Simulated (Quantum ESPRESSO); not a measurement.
# Near-edge structure at the Cl K edge of SrCl2 (Fm-3m)

What does one-electron theory with a core hole give for the Cl K edge of SrCl2 (Fm-3m)?

Program: Quantum ESPRESSO 7.5. Level of theory: X-ray absorption near-edge structure, plane-wave PAW PBE, one-electron final states by a Lanczos continued fraction. Results are calculated unless marked as measured.

### 1. Starting point

The structure is cubic, space group Fm-3m (No. 225). The conventional cell has a = 6.977 Å, b = 6.977 Å, c = 6.977 Å, α = 90.00°, β = 90.00°, γ = 90.00°. Nearest to Sr lie 8 Cl at 3.02 Å. Cl has 4 Sr at 3.02 Å nearest. Farther neighbours and most contacts between anions are not listed.

### 2. Ground state of the crystal

The ground state comes first: it tells whether the system has a gap, which decides how the excited electron is treated.

Contents of scf.in:

```
&control
   calculation='scf', prefix='x', pseudo_dir='../pp', outdir='tmp', tprnfor=.true.
/
&system
   ibrav=0, nat=3, ntyp=3, nbnd=16
   ecutwfc=51, ecutrho=290
   occupations='smearing', smearing='mv', degauss=0.015
/
&electrons
   conv_thr=3.0e-08, electron_maxstep=120
   mixing_beta=0.5
/
ATOMIC_SPECIES
Sr 1.0 Sr.pbe-spn-kjpaw.UPF
Cl3 1.0 Cl.pbe-nl-kjpaw.UPF
Cl 1.0 Cl.pbe-nl-kjpaw.UPF
CELL_PARAMETERS angstrom
  0.00000000 3.48835000 3.48835000
  3.48835000 0.00000000 3.48835000
  3.48835000 3.48835000 0.00000000
ATOMIC_POSITIONS crystal
Sr   0.00000000 0.00000000 0.00000000
Cl3  0.75000000 0.75000000 0.75000000
Cl   0.25000000 0.25000000 0.25000000
K_POINTS automatic
7 7 7 0 0 0
```

Contents of Sr.pbe-spn-kjpaw.ld1.in:

```
&input
   title='Sr', zed=38., rel=1, iswitch=3, dft='PBE',
   config='[Kr] 5s2 5p0 4d-1'
/
&inputp
   file_pseudopw='Sr.pbe-spn-kjpaw.UPF', author='',
   lpaw=.true.,
   pseudotype=3,
   lloc=-1,
   rcloc=1.9,
   which_augfun='PSQ',
   rmatch_augfun_nc=.true.,
   nlcc=.true.,
   new_core_ps=.true.,
   rcore=1.2,
   tm=.true.,
   lgipaw_reconstruction=.true., use_paw_as_gipaw=.true.
/
6
4S  1  0  2.00  0.00  1.30  1.50  0.0
5S  2  0  2.00  0.00  1.30  1.50  0.0
4P  2  1  6.00  0.00  1.40  1.60  0.0
5P  3  1  0.00  0.00  1.40  1.60  0.0
4D  3  2  0.00  0.05  1.20  1.70  0.0
4D  3  2  0.00  1.00  1.20  1.70  0.0
```

Contents of Cl.pbe-nl-kjpaw.ld1.in:

```
&input
   title='Cl', zed=17., rel=1, iswitch=3, dft='PBE',
   config='[Ne] 3s2 3p5 3d-1'
/
&inputp
   file_pseudopw='Cl.pbe-nl-kjpaw.UPF', author='',
   lpaw=.true.,
   pseudotype=3,
   lloc=2,
   which_augfun='PSQ',
   rmatch_augfun_nc=.true.,
   nlcc=.true.,
   new_core_ps=.true.,
   rcore=1.3,
   tm=.true.,
   lgipaw_reconstruction=.true., use_paw_as_gipaw=.true.
/
5
3S  1  0  2.00  0.00  1.20  1.30  0.0
3S  1  0  0.00  6.20  1.20  1.30  0.0
3P  2  1  5.00  0.00  1.30  1.60  0.0
3P  2  1  0.00  3.20  1.30  1.60  0.0
3D  3  2  0.00  1.50  1.10  1.10  0.0
```

Command:

```console
> OMP_NUM_THREADS=1 mpirun --oversubscribe --bind-to none -np 4 pw.x -nk 4 -in scf.in > scf.out
```

The program printed:

```text
     [... banner and references ...]
using ibrav=0 with symmetry is DISCOURAGED, use correct ibrav instead

     G-vector sticks info
     --------------------

     Using Slab Decomposition

     bravais-lattice index     =            0
     lattice parameter (alat)  =       9.3225  a.u.
     unit-cell volume          =     572.9105 (a.u.)^3
     number of atoms/cell      =            3
     number of atomic types    =            3
     number of electrons       =        24.00
     number of Kohn-Sham states=           16
     kinetic-energy cutoff     =      51.0000  Ry
     charge density cutoff     =     290.0000  Ry
     scf convergence threshold =      3.0E-08
     mixing beta               =       0.5000
     number of iterations used =            8  plain     mixing
     Exchange-correlation= SLA  PW   PBX  PBC
                           (   1   4   3   4   0   0   0)

     celldm(1)=   9.322533  celldm(2)=   0.000000  celldm(3)=   0.000000
     celldm(4)=   0.000000  celldm(5)=   0.000000  celldm(6)=   0.000000

     crystal axes: (cart. coord. in units of alat)
               a(1) = (   0.000000   0.707107   0.707107 )
               a(2) = (   0.707107   0.000000   0.707107 )
               a(3) = (   0.707107   0.707107   0.000000 )

     reciprocal axes: (cart. coord. in units 2 pi/alat)
               b(1) = ( -0.707107  0.707107  0.707107 )
               b(2) = (  0.707107 -0.707107  0.707107 )
               b(3) = (  0.707107  0.707107 -0.707107 )

     PseudoPot. #1 for Sr:     Pseudo is Projector augmented-wave + core cor, Zval = 10.0

     PseudoPot. #2 for Cl:     Pseudo is Projector augmented-wave + core cor, Zval =  7.0

     PseudoPot. #3 for Cl:     Pseudo is Projector augmented-wave + core cor, Zval =  7.0

     atomic species   valence    mass     pseudopotential
     Sr               10.00     1.00000     Sr( 1.00)
     Cl3               7.00     1.00000     Cl( 1.00)
     Cl                7.00     1.00000     Cl( 1.00)

     24 Sym. Ops. (no inversion) found

   Cartesian axes

     site n.     atom                  positions (alat units)
         1        Sr     tau(   1) = (   0.0000000   0.0000000   0.0000000  )
         2        Cl3    tau(   2) = (   1.0606602   1.0606602   1.0606602  )
         3        Cl     tau(   3) = (   0.3535534   0.3535534   0.3535534  )

     number of k points=    20  Marzari-Vanderbilt smearing, width (Ry)=  0.0150
                       cart. coord. in units 2pi/alat
        k(    1) = (   0.0000000   0.0000000   0.0000000), wk =   0.0058309
        k(    2) = (   0.1010153   0.1010153  -0.1010153), wk =   0.0466472
        k(    3) = (   0.2020305   0.2020305  -0.2020305), wk =   0.0466472
        k(    4) = (   0.3030458   0.3030458  -0.3030458), wk =   0.0466472
        k(    5) = (   0.2020305  -0.0000000   0.0000000), wk =   0.0349854
[...]
k(   18) = (  -0.2020305  -0.4040610   0.6060915), wk =   0.2798834
        k(   19) = (  -0.1010153  -0.5050763   0.7071068), wk =   0.1399417
        k(   20) = (  -0.0000000  -0.4040610   0.6060915), wk =   0.1399417

     Dense  grid:    47831 G-vectors     FFT dimensions: (  54,  54,  54)

     Smooth grid:    27989 G-vectors     FFT dimensions: (  45,  45,  45)

     Initial potential from superposition of free atoms

     starting charge      23.9924, renormalised to      24.0000
     Starting wfcs are   16 randomized atomic wfcs
     Checking if some PAW data can be deallocated...

     per-process dynamical memory:    48.2 Mb

     Self-consistent Calculation

     iteration #  1     ecut=    51.00 Ry     beta= 0.50
     Davidson diagonalization with overlap
     ethr =  1.00E-02,  avg # of iterations =  7.3

     Threshold (ethr) on eigenvalues was too large:
     Diagonalizing with lowered threshold

     Davidson diagonalization with overlap
     ethr =  3.84E-04,  avg # of iterations =  3.0

[...]
Davidson diagonalization with overlap
     ethr =  5.48E-06,  avg # of iterations =  2.5

     total energy              =    -419.46258309 Ry
     estimated scf accuracy    <       0.00016764 Ry

     iteration #  5     ecut=    51.00 Ry     beta= 0.50
     Davidson diagonalization with overlap
     ethr =  6.98E-07,  avg # of iterations =  3.3

     total energy              =    -419.46259971 Ry
     estimated scf accuracy    <       0.00001230 Ry

     iteration #  6     ecut=    51.00 Ry     beta= 0.50
     Davidson diagonalization with overlap
     ethr =  5.12E-08,  avg # of iterations =  3.6

     total energy              =    -419.46260459 Ry
     estimated scf accuracy    <       0.00000549 Ry

     iteration #  7     ecut=    51.00 Ry     beta= 0.50
     Davidson diagonalization with overlap
     ethr =  2.29E-08,  avg # of iterations =  2.0

     total energy              =    -419.46260605 Ry
     estimated scf accuracy    <       0.00000007 Ry

     iteration #  8     ecut=    51.00 Ry     beta= 0.50
     Davidson diagonalization with overlap
     ethr =  2.88E-10,  avg # of iterations =  4.0

     End of self-consistent calculation

          k = 0.0000 0.0000 0.0000 (  3527 PWs)   bands (ev):

   -29.6961 -11.6892 -11.6892 -11.6892 -10.1640  -9.3156   1.0176   1.0176
     1.0176   2.8017   2.8017   2.8017   8.4766   9.2567   9.2567  12.1515

          k = 0.1010 0.1010-0.1010 (  3551 PWs)   bands (ev):

   -29.6955 -11.7589 -11.6918 -11.6918 -10.0468  -9.3590   1.0927   1.0927
     1.1568   2.5647   2.6905   2.6905   8.9263   9.4144   9.4144  11.2939

          k = 0.2020 0.2020-0.2020 (  3536 PWs)   bands (ev):

   -29.6941 -11.8860 -11.6977 -11.6977  -9.8392  -9.4235   1.2924   1.2924
[...]
k = 0.3030 0.3030-0.3030 (  3516 PWs)   bands (ev):

[...]
k = 0.2020-0.0000 0.0000 (  3551 PWs)   bands (ev):

[...]
k = 0.3030 0.1010-0.1010 (  3543 PWs)   bands (ev):

[...]
k = 0.4041 0.2020-0.2020 (  3533 PWs)   bands (ev):

[...]
k =-0.2020-0.4041 0.4041 (  3519 PWs)   bands (ev):

[...]
k =-0.1010-0.3030 0.3030 (  3524 PWs)   bands (ev):

[...]
k =-0.0000-0.2020 0.2020 (  3531 PWs)   bands (ev):

[...]
k = 0.4041-0.0000 0.0000 (  3527 PWs)   bands (ev):

[...]
k = 0.5051 0.1010-0.1010 (  3513 PWs)   bands (ev):

[...]
k =-0.1010-0.5051 0.5051 (  3525 PWs)   bands (ev):

[...]
k = 0.0000-0.4041 0.4041 (  3535 PWs)   bands (ev):

[...]
k = 0.6061-0.0000 0.0000 (  3503 PWs)   bands (ev):

[...]
k =-0.0000-0.6061 0.6061 (  3506 PWs)   bands (ev):

[...]
k = 0.4041 0.2020 0.0000 (  3514 PWs)   bands (ev):

[...]
k =-0.2020-0.4041 0.6061 (  3522 PWs)   bands (ev):

[...]
k =-0.1010-0.5051 0.7071 (  3511 PWs)   bands (ev):

[...]
1.4882   2.4087   2.7881   2.9572   9.0580  10.3715  10.3986  10.6694

          k =-0.0000-0.4041 0.6061 (  3525 PWs)   bands (ev):

   -29.6919 -11.9171 -11.8626 -11.7196  -9.5313  -9.4754   0.6835   0.9989
     1.7483   2.0892   2.7589   2.9943   9.3171  10.2363  10.3534  10.5505

     the Fermi energy is     5.5806 ev

!    total energy              =    -419.46260606 Ry
     total all-electron energy =     -8205.658977 Ry
     estimated scf accuracy    <       0.00000002 Ry
     smearing contrib. (-TS)   =       0.00000000 Ry
     internal energy E=F+TS    =    -419.46260606 Ry

     The total energy is F=E-TS. E is the sum of the following terms:
     one-electron contribution =     -26.14682533 Ry
     hartree contribution      =      23.42851394 Ry
     xc contribution           =     -32.26289279 Ry
     ewald contribution        =     -93.98768764 Ry
     one-center paw contrib.   =    -290.49371423 Ry

     convergence has been achieved in   8 iterations

     Forces acting on atoms (cartesian axes, Ry/au):

     atom    1 type  1   force =     0.00000000   -0.00000000    0.00000000
     atom    2 type  2   force =     0.00000000    0.00000000    0.00000000
     atom    3 type  3   force =    -0.00000000   -0.00000000    0.00000000

     Total force =     0.000000     Total SCF correction =     0.000000

     XML data file, charge density, pseudopotentials, collected wavefunctions

=------------------------------------------------------------------------------=
   JOB DONE.
=------------------------------------------------------------------------------=
```

Run time: 7.6 s. Hardware: 4 MPI ranks of Intel Xeon Platinum 8375C at 2.90GHz (Ice Lake), shared host; peak memory 0.12 GiB; 30 s of CPU time.

Absorbing atoms carry a label of their own (element plus a letter or digit), as the spectrum program needs them as separate species.

The mesh shows a gap of 5.37 eV, so the hole is first treated in a charged cell, without the excited electron.

### 3. Spectrum without a core hole, Cl atom 2

This cheap baseline ignores the attraction of the hole: it shows the absorber's empty states as they are in the ground state.

The absorber has 4 Sr at 3.02 Å (tetrahedral, site symmetry -43m).

Contents of xspectra.in:

```
&input_xspectra
   calculation='xanes_dipole', edge='K'
   prefix='x', outdir='tmp', xiabs=2, xe0=5.7894
   xonly_plot=.false., x_save_file='xanes.sav'
   xniter=3000, xcheck_conv=20, xerror=0.005
   xcoordcrys=.false., xepsilon(1)=1, xepsilon(2)=0, xepsilon(3)=0
/
&plot
   xnepoint=413, xemin=-10, xemax=45, terminator=.true., cut_occ_states=.true.
   xgamma=0.4
/
&pseudos
   filecore='../Cl.wfc'
/
&cut_occ
   cut_desmooth=0.1, cut_stepl=0.05, cut_stepu=0.05, cut_ierror=1e-5
/
6 6 6 0 0 0
```

Command:

```console
> OMP_NUM_THREADS=1 mpirun --oversubscribe --bind-to none -np 4 xspectra.x -nk 4 -in xspectra.in > xspectra.out
```

The program printed:

```text
     [... banner and references ...]
Reading input_file

     calculation: xanes_dipole

     xepsilon  [cartesian coordinates]:   1.000000   0.000000   0.000000

     xonly_plot: FALSE
        => complete calculation: Lanczos + spectrum plot

     filecore (core-wavefunction file): ../Cl.wfc

     main plot parameters:
        cut_occ_states: TRUE
        gamma_mode:  constant
        -> using xgamma [eV]:  0.40
        xemin [eV]: -10.00
        xemax [eV]:  45.00
        xnepoint:  413
        xe0 [eV]:   5.789400 (energy zero read in input file)

[...]
Results of STEP 1 successfully written in x_save_file
     x_save_file name:
     ->  xanes.sav
     x_save_file version:  2

     ... End STEP 1 ...

     ... Begin STEP 2 ...

     The spectrum is calculated using the following parameters:
        xe0 [eV]:    5.7894
        the occupied states are elimintate from the spectrum
        xemin [eV]: -10.00
        xemax [eV]:  45.00
        xnepoint:  413
        constant broadening parameter [eV]:    0.400
        Core level energy [eV]:  -2822.
         (from electron binding energy of neutral atoms in X-ray data booklet)

     Cross-section successfully written in xanes.dat

     ... End STEP 2 ...

                                END JOB XSpectra
```

The job ended after 36 s (4 MPI ranks; peak memory 0.11 GiB).

The Cl K spectrum, Cl atom 2, no core hole (energy from the lowest empty level; intensity scaled to a mean of 1 over the first 20 eV; the points at xe0, where the cut of filled states can leave a spike, are interpolated):

```
E (eV)  intensity
  -2.0       0.05
  -1.5       0.06
  -1.0       0.08
  -0.5       0.11
   0.0       0.18
   0.5       0.38
   1.0       0.60
   1.5       0.61
   2.0       0.71
   2.5       1.15
   3.0       1.67
   3.5       1.84
   4.0       1.52
   4.5       1.36
   5.0       1.05
   5.5       1.12
   6.0       1.28
   6.5       1.13
   7.0       1.16
   7.5       1.24
   8.0       1.13
   8.5       1.20
   9.0       0.92
   9.5       0.74
  10.0       0.68
  10.5       0.73
  11.0       0.89
  11.5       0.85
  12.0       0.73
  12.5       0.80
  13.0       0.81
  13.5       0.69
  14.0       0.69
  14.5       0.83
  15.0       1.03
  15.5       1.05
  16.0       0.98
  16.5       0.84
  17.0       0.92
  17.5       1.26
  18.0       1.24
  18.5       1.29
  19.0       1.19
  19.5       0.95
  20.0       1.11
  20.5       1.30
  21.0       1.36
  21.5       1.16
  22.0       1.11
  22.5       0.97
  23.0       0.77
  23.5       0.81
  24.0       0.93
  24.5       0.82
  25.0       0.71
  25.5       0.70
  26.0       0.71
  26.5       0.90
  27.0       0.92
  27.5       1.06
  28.0       1.22
  28.5       1.08
  29.0       1.10
  29.5       0.93
  30.0       0.84
  30.5       1.08
  31.0       1.14
  31.5       1.21
  32.0       1.04
```

Main maxima below 24 eV (height): 3.3 eV (1.87), 5.9 eV (1.32), 7.6 eV (1.25), 17.6 eV (1.32), 18.6 eV (1.30) and 20.8 eV (1.37). A K edge sees empty p states on the absorber.

### 4. Another broadening

The final state's lifetime shortens with energy, so measured features broaden above the edge; the saved Lanczos coefficients are redrawn with a width that grows.

Contents of xspectra_plot.in:

```
&input_xspectra
   calculation='xanes_dipole', edge='K'
   prefix='x', outdir='tmp', xiabs=2, xe0=5.7894
   xonly_plot=.true., x_save_file='xanes.sav'
   xniter=3000, xcheck_conv=20, xerror=0.005
   xcoordcrys=.false., xepsilon(1)=1, xepsilon(2)=0, xepsilon(3)=0
/
&plot
   xnepoint=413, xemin=-10, xemax=45, terminator=.true., cut_occ_states=.true.
   gamma_mode='variable', gamma_energy(1)=4, gamma_energy(2)=25, gamma_value(1)=0.32, gamma_value(2)=2.5
/
&pseudos
   filecore='../Cl.wfc'
/
&cut_occ
   cut_desmooth=0.1, cut_stepl=0.05, cut_stepu=0.05, cut_ierror=1e-5
/
6 6 6 0 0 0
```

Command:

```console
> OMP_NUM_THREADS=1 xspectra.x -in xspectra_plot.in > xspectra_plot.out
```

The program printed:

```text
     [... banner and references ...]
Reading input_file
     -------------------------------------------------------------------------

     calculation: xanes_dipole

     xonly_plot: TRUE
        => only the spectrum plot

     main plot parameters:
        cut_occ_states: TRUE
        gamma_mode:  variable
        -> first, constant up to point ( 4.00, 0.32) [eV]
        -> then, linear up to point (25.00, 2.50) [eV]
        -> finally, constant up to xemax
        xemin [eV]: -10.00
        xemax [eV]:  45.00
        xnepoint:  413
[...]
xemin [eV]: -10.00
        xemax [eV]:  45.00
        xnepoint:  413
        energy-dependent broadening parameter:
         -> first, constant up to point ( 4.00, 0.32) [eV]
         -> then, linear up to point (25.00, 2.50) [eV]
         -> finally, constant up to xemax
        Core level energy [eV]:  -2822.
         (from electron binding energy of neutral atoms in X-ray data booklet)

     Cross-section successfully written in xanes.dat

     -------------------------------------------------------------------------
                                END JOB XSpectra
     -------------------------------------------------------------------------
[key lines of the parts left out:]
Fermi level [eV]:   3.1022
```

The job ended after 2.9 s (1 MPI rank; peak memory 0.05 GiB).

With a Lorentzian half width 0.32 eV up to 4 eV, rising linearly to 2.5 eV at 25 eV (counted from xe0, 2.7 eV below the zero used here), the maxima are 1.1 eV (0.65), 3.3 eV (1.75), 5.9 eV (1.20) and 18.8 eV (1.07).

### 5. Supercell without a hole, the energy reference

The photon energy needs a difference of total energies, so the cell and mesh of the coming hole run are first run without a hole.

Contents of scf.in:

```
&control
   calculation='scf', prefix='x', pseudo_dir='../pp', outdir='tmp', tprnfor=.true.
/
&system
   ibrav=0, nat=12, ntyp=2, nbnd=52
   ecutwfc=51, ecutrho=290
   occupations='fixed'
/
&electrons
   conv_thr=1.2e-07, electron_maxstep=120
   mixing_beta=0.5
/
ATOMIC_SPECIES
Sr 1.0 Sr.pbe-spn-kjpaw.UPF
Cl 1.0 Cl.pbe-nl-kjpaw.UPF
CELL_PARAMETERS angstrom
  0.00000000 0.00000000 6.97670000
  6.97670000 0.00000000 0.00000000
  0.00000000 6.97670000 0.00000000
ATOMIC_POSITIONS crystal
Sr   0.00000000 0.00000000 0.00000000
Sr   0.00000000 0.50000000 0.50000000
Sr   0.50000000 0.50000000 0.00000000
Sr   0.50000000 0.00000000 0.50000000
Cl   0.75000000 0.75000000 0.75000000
Cl   0.75000000 0.25000000 0.25000000
Cl   0.25000000 0.25000000 0.75000000
Cl   0.25000000 0.75000000 0.25000000
Cl   0.25000000 0.25000000 0.25000000
Cl   0.25000000 0.75000000 0.75000000
Cl   0.75000000 0.75000000 0.25000000
Cl   0.75000000 0.25000000 0.75000000
K_POINTS automatic
3 3 3 0 0 0
```

Command:

```console
> OMP_NUM_THREADS=1 mpirun --oversubscribe --bind-to none -np 4 pw.x -nk 4 -in scf.in > scf.out
```

The program printed:

```text
     [... banner and references ...]
[banner, memory and clock lines left out]
Found identity + (  0.0000 -0.5000 -0.5000) symmetry
     This is a supercell, fractional translations are disabled
     using ibrav=0 with symmetry is DISCOURAGED, use correct ibrav instead

     G-vector sticks info

     bravais-lattice index     =            0
     lattice parameter (alat)  =      13.1841  a.u.
     unit-cell volume          =    2291.6419 (a.u.)^3
     number of atoms/cell      =           12
[...]
atom    2 type  1   force =     0.00000000    0.00000000    0.00000000
     atom    3 type  1   force =     0.00000000    0.00000000    0.00000000
[...]
atom   11 type  2   force =     0.00000126   -0.00000126    0.00000126
     atom   12 type  2   force =    -0.00000126    0.00000126    0.00000126

     Total force =     0.000006     Total SCF correction =     0.000092
     SCF correction compared to forces is large: reduce conv_thr to get better values

     XML data file, charge density, pseudopotentials, collected wavefunctions
[key lines of the parts left out:]
!    total energy              =   -1677.85027338 Ry
convergence has been achieved in   7 iterations
```

Run time: 18 s. Hardware: 4 MPI ranks; peak memory 0.37 GiB.

Reference energy: -446574.710 eV with the cores included.

(Part 1 of 3 ends here.)

[Banner, clock and machine lines of the logs are left out without a mark of their own.]

[Logs are printed without paths, hosts, clocks, repeated set-up lines and the standing remarks that a program may print on its own settings, such as how far it seeks lower states.]

[Hosts, paths, dates, database ids (printed as entryN), source tags and the programs' standing remarks are cut or masked in the printed files.]

[Lists of maxima count a maximum above −3 eV only where it reaches 4 % of the highest in the window and stands out from its surroundings by 2 % of it (1.5 % where it reaches 55 %); shoulders and weaker maxima are passed over, and of the rest the first, up to two pre-edge ones and the few strongest are named.]
